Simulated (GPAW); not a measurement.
# Quasiparticle gap of TiO2 (Anatase) in GPAW

How does a plane-wave GW calculation on TiO2 (Anatase) run from the first input to the gap?

Calculated with GPAW 26.7.0; LDA and many-body steps on it, plane waves.

**What was measured.**

- Gap 3.19 eV: optical gap from absorption edge; single-beam photoacoustic spectroscopy; powder (commercial TIO-13 powder, 93% anatase, no rutile, 70 m2/g) (“Combined Spectroscopic Methods of Determination of Density of Electronic States: Comparative Analysis of Diffuse Reflectance Spectroelectrochemistry and Reversed Double-Beam Photoacoustic Spectroscopy”, 2021, pmc:8041308).

- Gap 3.14 eV: optical gap from absorption edge; single-beam photoacoustic spectroscopy; powder (commercial TIO-2 powder, 91% anatase, no rutile, 17 m2/g) (“Combined Spectroscopic Methods of Determination of Density of Electronic States: Comparative Analysis of Diffuse Reflectance Spectroelectrochemistry and Reversed Double-Beam Photoacoustic Spectroscopy”, 2021, pmc:8041308).

- Gap 3.87 eV: direct optical gap from Tauc plot; UV-vis absorption, Tauc plot; film (thin TiO2 layer grown by atomic layer deposition) (“Development of 2-in-1 Sensors for the Safety Assessment of Lithium-Ion Batteries via Early Detection of Vapors Produced by Electrolyte Solvents”, 2023, pmc:10251352).

- Gap 3.98 eV: direct quasiparticle gap around Gamma; experiment quoted from earlier work; bulk crystal (anatase, value from earlier experiment) (quoted in “Giant exciton Mott density in anatase TiO2”, 2020, arxiv:2007.10051).

- Gap 3.17 eV: gap from valence band edge and flat band potential; valence-band XPS and Mott-Schottky plots; film (“Enhancement of Titania Photoanode Performance by Sandwiching Copper between Two Titania Layers”, 2020, pmc:7579609).

This is a selection; 13 further reports are not listed.

**1. Starting point**

It takes space group I4_1/amd (No. 141, tetragonal). The conventional cell has a = 3.784 Å, b = 3.784 Å, c = 9.515 Å, α = 90.00°, β = 90.00°, γ = 90.00°. Nearest to Ti lie 6 O at 1.93 to 1.98 Å. O has 3 Ti at 1.93 to 1.98 Å nearest. Farther neighbours and most contacts between anions are not listed.

The cell and positions come from the Crystallography Open Database and are kept as given unless a step says otherwise.

**2. Ground state**

This step: GPAW 26.7.0; DFT, LDA, plane waves, PAW.

The ground-state density comes first.

The input, run.py:

```python
import json
import numpy as np
from gpaw.mpi import world
from ase import Atoms
from gpaw import GPAW, PW, FermiDirac

atoms = Atoms(['Ti', 'Ti', 'O', 'O', 'O', 'O'],
    cell=[[-1.8921000000, 1.8921000000, 4.7573000000],
      [1.8921000000, -1.8921000000, 4.7573000000],
      [1.8921000000, 1.8921000000, -4.7573000000]],
    scaled_positions=[[0.0000000000, 0.0000000000, 0.0000000000],
      [0.7500000000, 0.2500000000, 0.5000000000],
      [0.2081000000, 0.2081000000, 0.0000000000],
      [0.9581000000, 0.4581000000, 0.5000000000],
      [0.5419000000, 0.0419000000, 0.5000000000],
      [0.7919000000, 0.7919000000, 0.0000000000]],
    pbc=(True, True, True))
calc = GPAW(mode=PW(600),
    xc='LDA',
    kpts={'size': (8, 8, 8), 'gamma': True},
    occupations=FermiDirac(0.001),
    nbands=-9,
    convergence={'density': 1e-6, 'bands': -3},
    maxiter=100,
    txt='gs.txt')
atoms.calc = calc
res = {'energy': atoms.get_potential_energy()}
kpts = calc.get_ibz_k_points()
res['kpts'] = kpts
res['eigenvalues'] = [calc.get_eigenvalues(kpt=k) for k in range(len(kpts))]
res['n_electrons'] = calc.get_number_of_electrons()
calc.write('gs.gpw')

if world.rank == 0:
    with open('result.json', 'w') as f:
        json.dump(res, f, default=lambda x: x.tolist())
```

Started as:

```sh
$ mpirun -n 8 gpaw python run.py
```

The program printed:

```text
__  _  _
 | _ |_)|_||  |
 |__||  | ||/\| - 26.7.0

Input parameters:
  mode=PW(ecut=600.0),
  convergence={'density': 1e-06, 'bands': -3},
  kpts=MonkhorstPack(size=(8, 8, 8), gamma=True),
  maxiter=100,
  nbands=-9,
  occupations=Occupations(name='fermi-dirac', width=0.001, fixmagmom=False),
  xc=XC(name='LDA')
  [... matrices ...]
Diagonalizing LCAO Hamiltonian
Converting LCAO to pw mode

       O

         O

         Ti

       O O

       Ti

Atoms  # Å, Bohr magnetons
|   | symbol |         x |         y |        z |    initial magnetic moments |
| 0 |     Ti |  0.000000 |  0.000000 | 0.000000 | ( 0.0000,  0.0000,  0.0000) |
| 1 |     Ti |  0.000000 |  1.892100 | 2.378650 | ( 0.0000,  0.0000,  0.0000) |
| 2 |      O |  0.000000 | -0.000000 | 1.979988 | ( 0.0000,  0.0000,  0.0000) |
| 3 |      O |  0.000000 |  1.892100 | 4.358638 | ( 0.0000,  0.0000,  0.0000) |
| 4 |      O |  0.000000 |  1.892100 | 0.398662 | ( 0.0000,  0.0000,  0.0000) |
| 5 |      O | -0.000000 |  0.000000 | 7.534612 | ( 0.0000,  0.0000,  0.0000) |

Unit cell  # Å
| periodic |         x |         y |         z |  lengths |     angles |
|      yes | -1.892100 |  1.892100 |  4.757300 | 5.458204 | 139.434593 |
|      yes |  1.892100 | -1.892100 |  4.757300 | 5.458204 | 139.434593 |
|      yes |  1.892100 |  1.892100 | -4.757300 | 5.458204 |  58.712803 |

Number of symmetries: 8
Symmetry operations  # r_c * U_cc + t_c -> r_c
|   | kind |            matrix            |
| 0 |  σ   |  1, 1, 1,  0, 0,-1,  0,-1, 0 |
| 1 |  E   |  1, 0, 0,  0, 1, 0,  0, 0, 1 |
| 2 |  C2  |  0, 1, 0,  1, 0, 0, -1,-1,-1 |
| 3 |  S4  |  0, 0, 1, -1,-1,-1,  0, 1, 0 |
| 4 |  σ   |  0, 0,-1,  1, 1, 1, -1, 0, 0 |
| 5 |  C2  |  0,-1, 0, -1, 0, 0,  0, 0,-1 |
| 6 |  C2  | -1, 0, 0,  0,-1, 0,  1, 1, 1 |
| 7 |  S4  | -1,-1,-1,  0, 0, 1,  1, 0, 0 |

BZ-sampling:
  Number of BZ points: 512
  Number of IBZ points: 59

  Monkhorst-Pack size: [8, 8, 8]
  Monkhorst-Pack shift: [0.0625, 0.0625, 0.0625]

K-points  # in reciprocal-cell coordinates
|     |                                coordinates |     weight |
|   0 | (  0.00000000,   0.00000000,   0.00000000) | 0.00195312 |
|   1 | (  0.12500000,  -0.12500000,   0.00000000) | 0.00781250 |
|   2 | (  0.12500000,  -0.12500000,   0.12500000) | 0.00781250 |
|   3 | (  0.12500000,   0.00000000,   0.00000000) | 0.01562500 |
|   4 | (  0.12500000,   0.12500000,  -0.12500000) | 0.00390625 |
|   5 | (  0.25000000,  -0.25000000,   0.00000000) | 0.00781250 |
|   6 | (  0.25000000,  -0.25000000,   0.12500000) | 0.01562500 |
|   7 | (  0.25000000,  -0.25000000,   0.25000000) | 0.00781250 |
|   8 | (  0.25000000,  -0.12500000,   0.00000000) | 0.03125000 |
|   9 | (  0.25000000,  -0.12500000,   0.12500000) | 0.01562500 |
| ... |                                            |            |
|  58 | (  0.50000000,   0.50000000,   0.50000000) | 0.00195312 |

Plane wave coefficients: 2299
Cutoff: 600.0 eV

Spin-components: 1 (collinear spins)
Bands:           33
Projectors:      32
Spin-degeneracy: 2
Datatype:        complex128

  Storage: CPU
  Wave functions: 71_618_448 bytes (8_952_306 per core)
  Projectors: 56_426_656 bytes (7_053_332 per core)
  [... matrices ...]
Parallelization:
  kpt:    8
  domain: 1
  band:   1

Density:
  Valence electrons: 48.0
  Components: 1
  Grid points: [32 32 32]
  Charge: 0.0  # |e|

Potential:
  Grid points: [32 32 32]

species:
  Ti:
    name:    Titanium
    Z:       22.0
    valence: 12
    core:    10
    charge:  0.0  # [|e|]
    compensation charges:
      type: gauss
      rc: 0.38  # [Å]
      lmax: 2
    cutoffs:
      filter: 2.23  # [Å]
      core: 1.02  # [Å]
    projectors
    | kind |    occ | energy [eV] | rcut [Å] |
    |   3s |  2.000 |     -62.257 |    1.270 |
    |   4s |  2.000 |      -4.593 |    1.270 |
    |   3p |  6.000 |     -38.791 |    1.058 |
    |   4p |  0.000 |      -1.536 |    1.058 |
    |   3d |  2.000 |      -4.463 |    1.058 |
    |    d |        |      22.748 |    1.058 |

    Using partial waves for Ti as LCAO basis

  O:
    name:    Oxygen
    Z:       8.0
    valence: 6
    core:    2
    charge:  0.0  # [|e|]
    compensation charges:
      type: gauss
      rc: 0.21  # [Å]
      lmax: 2
    cutoffs:
      filter: 1.17  # [Å]
      core: 0.83  # [Å]
    projectors
    | kind |    occ | energy [eV] | rcut [Å] |
    |   2s |  2.000 |     -23.752 |    0.688 |
    |   2p |  4.000 |      -9.195 |    0.598 |
    |    s |        |       3.459 |    0.688 |
    |    p |        |      18.016 |    0.598 |
    |    d |        |       0.000 |    0.619 |

    Using partial waves for O as LCAO basis

Reference energy: -54459.530392  # eV

eigensolver:
  PPCG
  Converge bands: -3
  niter=2

density mixing:
  MSR1-Mixer
  Pratt-step length: 0.05
  Maximum mixing coefficient: 0.75
  Old densities: 10
  SVD Regularization: 0.005
  Good broyden scale: 1.0
  Trust region scale: 1.0
  Backstep threshold: 4.0
  History deletion threshold: 6.0
  Fourier metric: weight=20.0, sigma=0.015

occupation numbers:
  Fermi-Dirac:
    width: 0.0010  # eV

poisson solver:
  ecut: 4800.0  # eV

xc functional:
  name: None

Initialization done in: 4.493 s

convergence criteria:
- Maximum integral of absolute [dens]ity change: 1e-06 electrons / valence electron
- Maximum [total energy] change in last 3 cyles: 0.0005 eV / valence electron
- Maximum integral of absolute [eigenst]ate change: 4e-08 eV^2 / valence electron
maximum number of iterations: 100

SCF iterations
|iter     |     time |      energy | eigst |  dens |
|iter:   1|  |  -66.217887 | +0.36 |       |
|iter:   2|  |  -63.303742 | -0.94 | -0.79 |
|iter:   3|  |  -57.766528 | +0.38 | -0.85 |
|iter:   4|  |  -57.293538 | -0.72 | -1.34 |
|iter:   5|  |  -57.238162 | -1.67 | -1.63 |
|iter:   6|  |  -57.227462 | -2.93 | -2.09 |
|iter:   7|  |  -57.227236c| -3.57 | -2.86 |
|iter:   8|  |  -57.227197c| -4.92 | -3.35 |
|iter:   9|  |  -57.227198c| -6.32 | -4.12 |
|iter:  10|  |  -57.227198c| -7.29 | -4.72 |
|iter:  11|  |  -57.227198c| -7.46c| -5.02 |
|iter:  12|  |  -57.227198c| -7.80c| -5.60 |
|iter:  13|  |  -57.227198c| -8.73c| -6.11c|

Converged in 13 steps
SCF loop duration: 14.847 s (1.142 s/step)
Energy contributions relative to reference atoms: (reference = -54459.530392)
  [... matrices ...]
Energy contributions:
  Kinetic:          51.147921
  Coulomb:         -61.216201
  Zero:              0.848648
  External:          0.000000
  Xc:              -48.007566
  Entropy:          -0.000000
  Spinorbit:         0.000000
  ----------------------------
  Free energy:     -57.227198
  Extrapolated:    -57.227198

dipole moment: (-26.558459, -6.891311, 11.219454)  # |e|*Ang

Fermi level: 4.455
Eigenvalues  # (at kpt = [0.000, 0.000, 0.000])
| band index |      eig [eV] | occ [0-2] |
|          0 |       -51.954 |     2.000 |
|        ... |               |           |
|         16 |         1.634 |     2.000 |
|         17 |         1.634 |     2.000 |
|         18 |         1.700 |     2.000 |
|         19 |         2.986 |     2.000 |
|         20 |         2.987 |     2.000 |
|         21 |         2.987 |     2.000 |
|         22 |         3.269 |     2.000 |
|         23 |         3.269 |     2.000 |
|         24 |         5.783 |     0.000 |
[...]
|         28 |         7.743 |     0.000 |
|         29 |         7.743 |     0.000 |
|         30 |         8.866 |     0.000 |
|         31 |         9.145 |     0.000 |
|         32 |        10.026 |     0.000 |

Gap: 2.066 eV
Transition (v -> c):
  (s=0, k=15, n=23, [0.38, -0.38, 0.00]) -> (s=0, k=0, n=24, [0.00, 0.00, 0.00])
Direct/indirect transitions are different
Direct gap: 2.376 eV
Transition at: (s=0, k=13, n=23, [0.25, 0.25, -0.25])
# Writing to gs.gpw (mode='')
  [... matrices ...]
```

Wall time 21 s (8 MPI ranks of Arm Neoverse V1, shared host); peak memory 1.8 GiB; 2.8 min of CPU time.

This step gave:

* total energy: -57.2272 eV
* gap: 2.066 eV
* k of the valence top: 0.375, -0.375, 0
* k of the conduction bottom: 0, 0, 0
* least direct gap: 2.376 eV

The gap is indirect, with the least direct gap 0.31 eV higher.

**3. Bands along the symmetry lines**

Levels along a band path, at the cheap level, show where the edges lie and whether the meshes to come will hold them.

The input, run.py:

```python
import json
import numpy as np
from gpaw.mpi import world
from gpaw import GPAW

path = [[0.000000, 0.000000, 0.000000],
    [0.000000, 0.000000, 0.062500],
    [0.000000, 0.000000, 0.125000],
    [0.000000, 0.000000, 0.187500],
    [0.000000, 0.000000, 0.250000],
    [0.000000, 0.000000, 0.312500],
    [0.000000, 0.000000, 0.375000],
    [0.000000, 0.000000, 0.437500],
    [0.000000, 0.000000, 0.500000],
    [0.031250, 0.031250, 0.468750],
    [0.062500, 0.062500, 0.437500],
    [0.093750, 0.093750, 0.406250],
    [0.125000, 0.125000, 0.375000],
    [0.156250, 0.156250, 0.343750],
    [0.187500, 0.187500, 0.312500],
    [0.218750, 0.218750, 0.281250],
    [0.250000, 0.250000, 0.250000],
    [0.218750, 0.281250, 0.218750],
    [0.187500, 0.312500, 0.187500],
    [0.156250, 0.343750, 0.156250],
    [0.125000, 0.375000, 0.125000],
    [0.093750, 0.406250, 0.093750],
    [0.062500, 0.437500, 0.062500],
    [0.031250, 0.468750, 0.031250],
    [0.000000, 0.500000, 0.000000],
    [0.000000, 0.437500, 0.000000],
    [0.000000, 0.375000, 0.000000],
    [0.000000, 0.312500, 0.000000],
    [0.000000, 0.250000, 0.000000],
    [0.000000, 0.187500, 0.000000],
    [0.000000, 0.125000, 0.000000],
    [0.000000, 0.062500, 0.000000],
    [0.000000, 0.000000, 0.000000],
    [0.062500, 0.062500, -0.062500],
    [0.125000, 0.125000, -0.125000],
    [0.187500, 0.187500, -0.187500],
    [0.250000, 0.250000, -0.250000],
    [0.312500, 0.312500, -0.312500],
    [0.375000, 0.375000, -0.375000],
    [0.437500, 0.437500, -0.437500],
    [0.500000, 0.500000, -0.500000],
    [0.473693, 0.526307, -0.473693],
    [0.447387, 0.552613, -0.447387],
    [0.421080, 0.578920, -0.421080],
    [0.394773, 0.605227, -0.394773],
    [0.368467, 0.631533, -0.368467],
    [0.342160, 0.657840, -0.342160],
    [0.315853, 0.684147, -0.315853],
    [0.289546, 0.710454, -0.289546],
    [-0.289546, 0.289546, 0.289546],
    [-0.253353, 0.253353, 0.253353],
    [-0.217160, 0.217160, 0.217160],
    [-0.180967, 0.180967, 0.180967],
    [-0.144773, 0.144773, 0.144773],
    [-0.108580, 0.108580, 0.108580],
    [-0.072387, 0.072387, 0.072387],
    [-0.036193, 0.036193, 0.036193],
    [0.000000, 0.000000, 0.000000],
    [0.000000, 0.000000, 0.500000],
    [-0.009887, 0.009887, 0.500000],
    [-0.019773, 0.019773, 0.500000],
    [-0.029660, 0.029660, 0.500000],
    [-0.039546, 0.039546, 0.500000],
    [-0.049433, 0.049433, 0.500000],
    [-0.059320, 0.059320, 0.500000],
    [-0.069206, 0.069206, 0.500000],
    [-0.079093, 0.079093, 0.500000],
    [0.500000, 0.500000, -0.079093],
    [0.500000, 0.500000, -0.131706],
    [0.500000, 0.500000, -0.184320],
    [0.500000, 0.500000, -0.236933],
    [0.500000, 0.500000, -0.289546],
    [0.500000, 0.500000, -0.342160],
    [0.500000, 0.500000, -0.394773],
    [0.500000, 0.500000, -0.447387],
    [0.500000, 0.500000, -0.500000]]
calc = GPAW('gs.gpw').fixed_density(kpts=path,
    symmetry='off',
    nbands=34,
    convergence={'bands': 30},
    txt='bands.txt')
res = {}
kpts = calc.get_ibz_k_points()
res['kpts'] = kpts
res['eigenvalues'] = [calc.get_eigenvalues(kpt=k) for k in range(len(kpts))]
res['n_electrons'] = calc.get_number_of_electrons()

if world.rank == 0:
    with open('result.json', 'w') as f:
        json.dump(res, f, default=lambda x: x.tolist())
```

Started as:

```sh
$ mpirun -n 8 gpaw python run.py
```

The program printed:

```text
Diagonalizing LCAO Hamiltonian
Converting LCAO to pw mode
convergence criteria:
- Maximum integral of absolute [eigenst]ate change: 4e-08 eV^2 / valence electron
maximum number of iterations: 100

SCF iterations
|iter     |     time |      energy | eigst |  dens |
|iter:   1|  |             | +0.20 |       |
|iter:   2|  |             | -1.69 |       |
|iter:   3|  |             | -2.79 |       |
|iter:   4|  |             | -4.22 |       |
|iter:   5|  |             | -5.36 |       |
|iter:   6|  |             | -6.62 |       |
|iter:   7|  |             | -7.50c|       |
SCF steps: 7
  __  _  _
 | _ |_)|_||  |
 |__||  | ||/\| - 26.7.0

Input parameters:
  mode=PW(ecut=600.0),
  convergence={'bands': 30},
  gpts=array([32, 32, 32]),
  kpts=KPoints(kpts=array([[ 0.      ,  0.      ,  0.      ],
         [ 0.      ,  0.      ,  0.0625  ],
         [ 0.      ,  0.      ,  0.125   ],
         [ 0.      ,  0.      ,  0.1875  ],
[...]
[ 0.473693,  0.526307, -0.473693],
         [ 0.447387,  0.552613, -0.447387],
[...]
[ 0.394773,  0.605227, -0.394773],
         [ 0.368467,  0.631533, -0.368467],
[...]
[ 0.315853,  0.684147, -0.315853],
         [ 0.289546,  0.710454, -0.289546],
         [-0.289546,  0.289546,  0.289546],
         [-0.253353,  0.253353,  0.253353],
         [-0.21716 ,  0.21716 ,  0.21716 ],
         [-0.180967,  0.180967,  0.180967],
         [-0.144773,  0.144773,  0.144773],
         [-0.10858 ,  0.10858 ,  0.10858 ],
         [-0.072387,  0.072387,  0.072387],
         [-0.036193,  0.036193,  0.036193],
[...]
[-0.009887,  0.009887,  0.5     ],
         [-0.019773,  0.019773,  0.5     ],
         [-0.02966 ,  0.02966 ,  0.5     ],
         [-0.039546,  0.039546,  0.5     ],
         [-0.049433,  0.049433,  0.5     ],
         [-0.05932 ,  0.05932 ,  0.5     ],
         [-0.069206,  0.069206,  0.5     ],
         [-0.079093,  0.079093,  0.5     ],
         [ 0.5     ,  0.5     , -0.079093],
         [ 0.5     ,  0.5     , -0.131706],
         [ 0.5     ,  0.5     , -0.18432 ],
         [ 0.5     ,  0.5     , -0.236933],
         [ 0.5     ,  0.5     , -0.289546],
         [ 0.5     ,  0.5     , -0.34216 ],
         [ 0.5     ,  0.5     , -0.394773],
         [ 0.5     ,  0.5     , -0.447387],
         [ 0.5     ,  0.5     , -0.5     ]])),
  maxiter=100,
  nbands=34,
  occupations=Occupations(name='fermi-dirac', width=0.001, fixmagmom=False),
  parallel={},
  symmetry=Symmetry(point_group=False, time_reversal=False),
  xc=XC(name='LDA')
```

It took 17 s on 8 MPI ranks; peak memory 2 GiB.

This step gave:

```
gap                        : 2.020 eV
k of the valence top       : 0, 0, 0.4375
k of the conduction bottom : 0, 0, 0
least direct gap           : 2.376 eV
```

The gap is 2.020 eV, −0.047 eV from the run before at this level.

The electronic bands at the labelled points (eV, zero at the top of the highest filled band):

```tsv
point	band 21	band 22	band 23	band 24	band 25	band 26	band 27	band 28
Γ	-0.78	-0.78	-0.49	-0.49	2.02	2.79	3.94	3.94
halfway	-1.86	-0.99	-0.62	-0.26	2.92	3.09	3.46	3.70
X	-2.11	-2.11	-0.05	-0.05	3.30	3.30	3.80	3.80
halfway	-1.84	-1.84	-0.15	-0.15	3.38	3.38	3.73	3.73
P	-1.63	-1.63	-0.26	-0.26	3.54	3.54	3.57	3.57
halfway	-1.92	-0.99	-0.61	-0.37	3.10	3.23	3.64	3.66
N	-2.01	-0.99	-0.85	-0.65	3.18	3.50	3.53	3.63
halfway	-1.40	-0.82	-0.79	-0.53	2.90	3.18	3.29	3.57
Γ	-0.78	-0.78	-0.49	-0.49	2.02	2.79	3.94	3.94
halfway	-1.09	-1.09	-0.25	-0.25	2.13	2.67	3.78	3.78
M	-1.28	-1.28	-0.14	-0.14	2.39	2.39	3.73	3.73
halfway	-1.34	-0.73	-0.63	-0.58	2.66	3.15	3.37	3.50
S	-1.22	-0.95	-0.94	-0.83	3.15	3.43	3.54	3.60
jump to S0	-1.22	-0.95	-0.94	-0.83	3.15	3.43	3.54	3.60
halfway	-1.54	-0.95	-0.84	-0.58	3.06	3.27	3.30	3.59
Γ	-0.78	-0.78	-0.49	-0.49	2.02	2.79	3.94	3.94
jump to X	-2.11	-2.11	-0.05	-0.05	3.30	3.30	3.80	3.80
halfway	-2.07	-2.07	-0.06	-0.06	3.29	3.29	3.78	3.78
R	-1.95	-1.95	-0.09	-0.09	3.27	3.27	3.74	3.74
jump to G	-1.95	-1.95	-0.09	-0.09	3.27	3.27	3.74	3.74
halfway	-1.12	-1.12	-0.55	-0.55	2.99	2.99	3.51	3.51
M	-1.28	-1.28	-0.14	-0.14	2.39	2.39	3.73	3.73
```

**4. Empty states on the mesh, 6×6×6 mesh, 91 bands**

The sums over transitions need many empty states on a uniform mesh; this step solves for them.

The input, run.py:

```python
import json
import numpy as np
from gpaw.mpi import world
from gpaw import GPAW

calc = GPAW('gs.gpw').fixed_density(kpts={'size': (6, 6, 6), 'gamma': True},
    nbands=106,
    convergence={'bands': 91},
    txt='nscf.txt')
calc.write('full.gpw', mode='all')
res = {}
kpts = calc.get_ibz_k_points()
res['kpts'] = kpts
res['eigenvalues'] = [calc.get_eigenvalues(kpt=k) for k in range(len(kpts))]
res['n_electrons'] = calc.get_number_of_electrons()

if world.rank == 0:
    with open('result.json', 'w') as f:
        json.dump(res, f, default=lambda x: x.tolist())
```

Started as:

```sh
$ mpirun -n 8 gpaw python run.py
```

The program printed:

```text
Diagonalizing LCAO Hamiltonian
Converting LCAO to pw mode
convergence criteria:
- Maximum integral of absolute [eigenst]ate change: 4e-08 eV^2 / valence electron
maximum number of iterations: 100

SCF iterations
|iter     |     time |      energy | eigst |  dens |
|iter:   1|  |             | +3.70 |       |
|iter:   2|  |             | +2.35 |       |
|iter:   3|  |             | +1.13 |       |
[...]
|iter:   9|  |             | -5.83 |       |
|iter:  10|  |             | -7.02 |       |
|iter:  11|  |             | -7.49c|       |
SCF steps: 11
  __  _  _
 | _ |_)|_||  |
 |__||  | ||/\| - 26.7.0

Input parameters:
  mode=PW(ecut=600.0),
  convergence={'bands': 91},
  gpts=array([32, 32, 32]),
  kpts=MonkhorstPack(size=(6, 6, 6), gamma=True),
  maxiter=100,
  nbands=106,
  occupations=Occupations(name='fermi-dirac', width=0.001, fixmagmom=False),
  parallel={},
  xc=XC(name='LDA')
# Writing to full.gpw (mode='all')
  [... matrices ...]

timing:  # [seconds]
  Total: 0.074  # ━━━━━━━━━━━━━━━━━━━━━━━━━━━━━━━━━━━━━━━━━━━━━━━━━━━━━━━━━━━
```

Wall time 29 s (8 MPI ranks); peak memory 2 GiB.

This step gave:

* gap: 2.069 eV
* k of the valence top: 0.5, 0.5, 0
* k of the conduction bottom: 0, 0, 0
* least direct gap: 2.388 eV
* k points computed: 30
* lowest point of the top converged band, above the valence top: 48.74 eV

On this mesh the gap is 2.069 eV.

(Continued in part 2 of 2.)

[Paths, hosts, dates, memory and timing lines, banners, echoed tables and standing remarks are left out of the program output.]

[Logs are printed without paths, hosts, clocks, repeated set-up lines and the standing remarks that a program may print on its own settings, such as how far it seeks lower states.]

[Runs of the session that timed out or met a known fault of the program may be left out.]

[Hosts, paths, dates, database ids (printed as entryN), source tags and the programs' standing remarks are cut or masked in the printed files.]
